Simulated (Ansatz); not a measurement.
# Is the response still linear at 0.3 V/Å? VSi2P4 monolayer

The dipole of a slab grows in proportion to a weak field along its normal. Does the weak-field slope carry to a strong field?

How it was computed: Ansatz 0.2.0, plane waves with PAW datasets (its set soft_2), RPBE+U-D3(BJ); atoms held at their relaxed places, 18 Å of vacuum, dipole correction, cell area 9.32 Å², spin-polarised, 18×18 k-points, smearing 0.05 eV. Without field the slab has a gap of 0.13 eV.

| run | field (V/Å) | dipole (e·Å) |
| --- | --- | --- |
| run 1 | −0.05 | −0.02891 |
| run 2 | 0.00 | 0.00000 |
| run 3 | 0.05 | 0.02891 |
| run 4 | 0.10 | 0.05783 |
| run 5 | 0.30 | ? |

Q: Estimate the withheld value from the rows shown.

A least-squares line through the 4 rows shown has slope 0.578260 and intercept 0.000001; no row lies more than 0.00001 e·Å off it. A perfect conductor with that slope would be 180.95 × 0.57826 / 9.32 = 11.23 Å thick. At 0.30 it gives 0.578260 × 0.30 + 0.000001 = 0.17348 e·Å, beyond the rows fitted. Rounding and scatter of the rows alone allow about ±0.00002 e·Å there.

The run itself gives 0.17351 e·Å: a miss of +0.00003 e·Å. That is under 1 % of the induced dipole, so the response is still linear.

**Limits.** Ions are held, so this is the electronic response. Of the series that stay linear within 1 %, this collection keeps about one in seven, and it keeps all that bend. With a small gap or none the response hangs on mesh and smearing, which were not varied here.
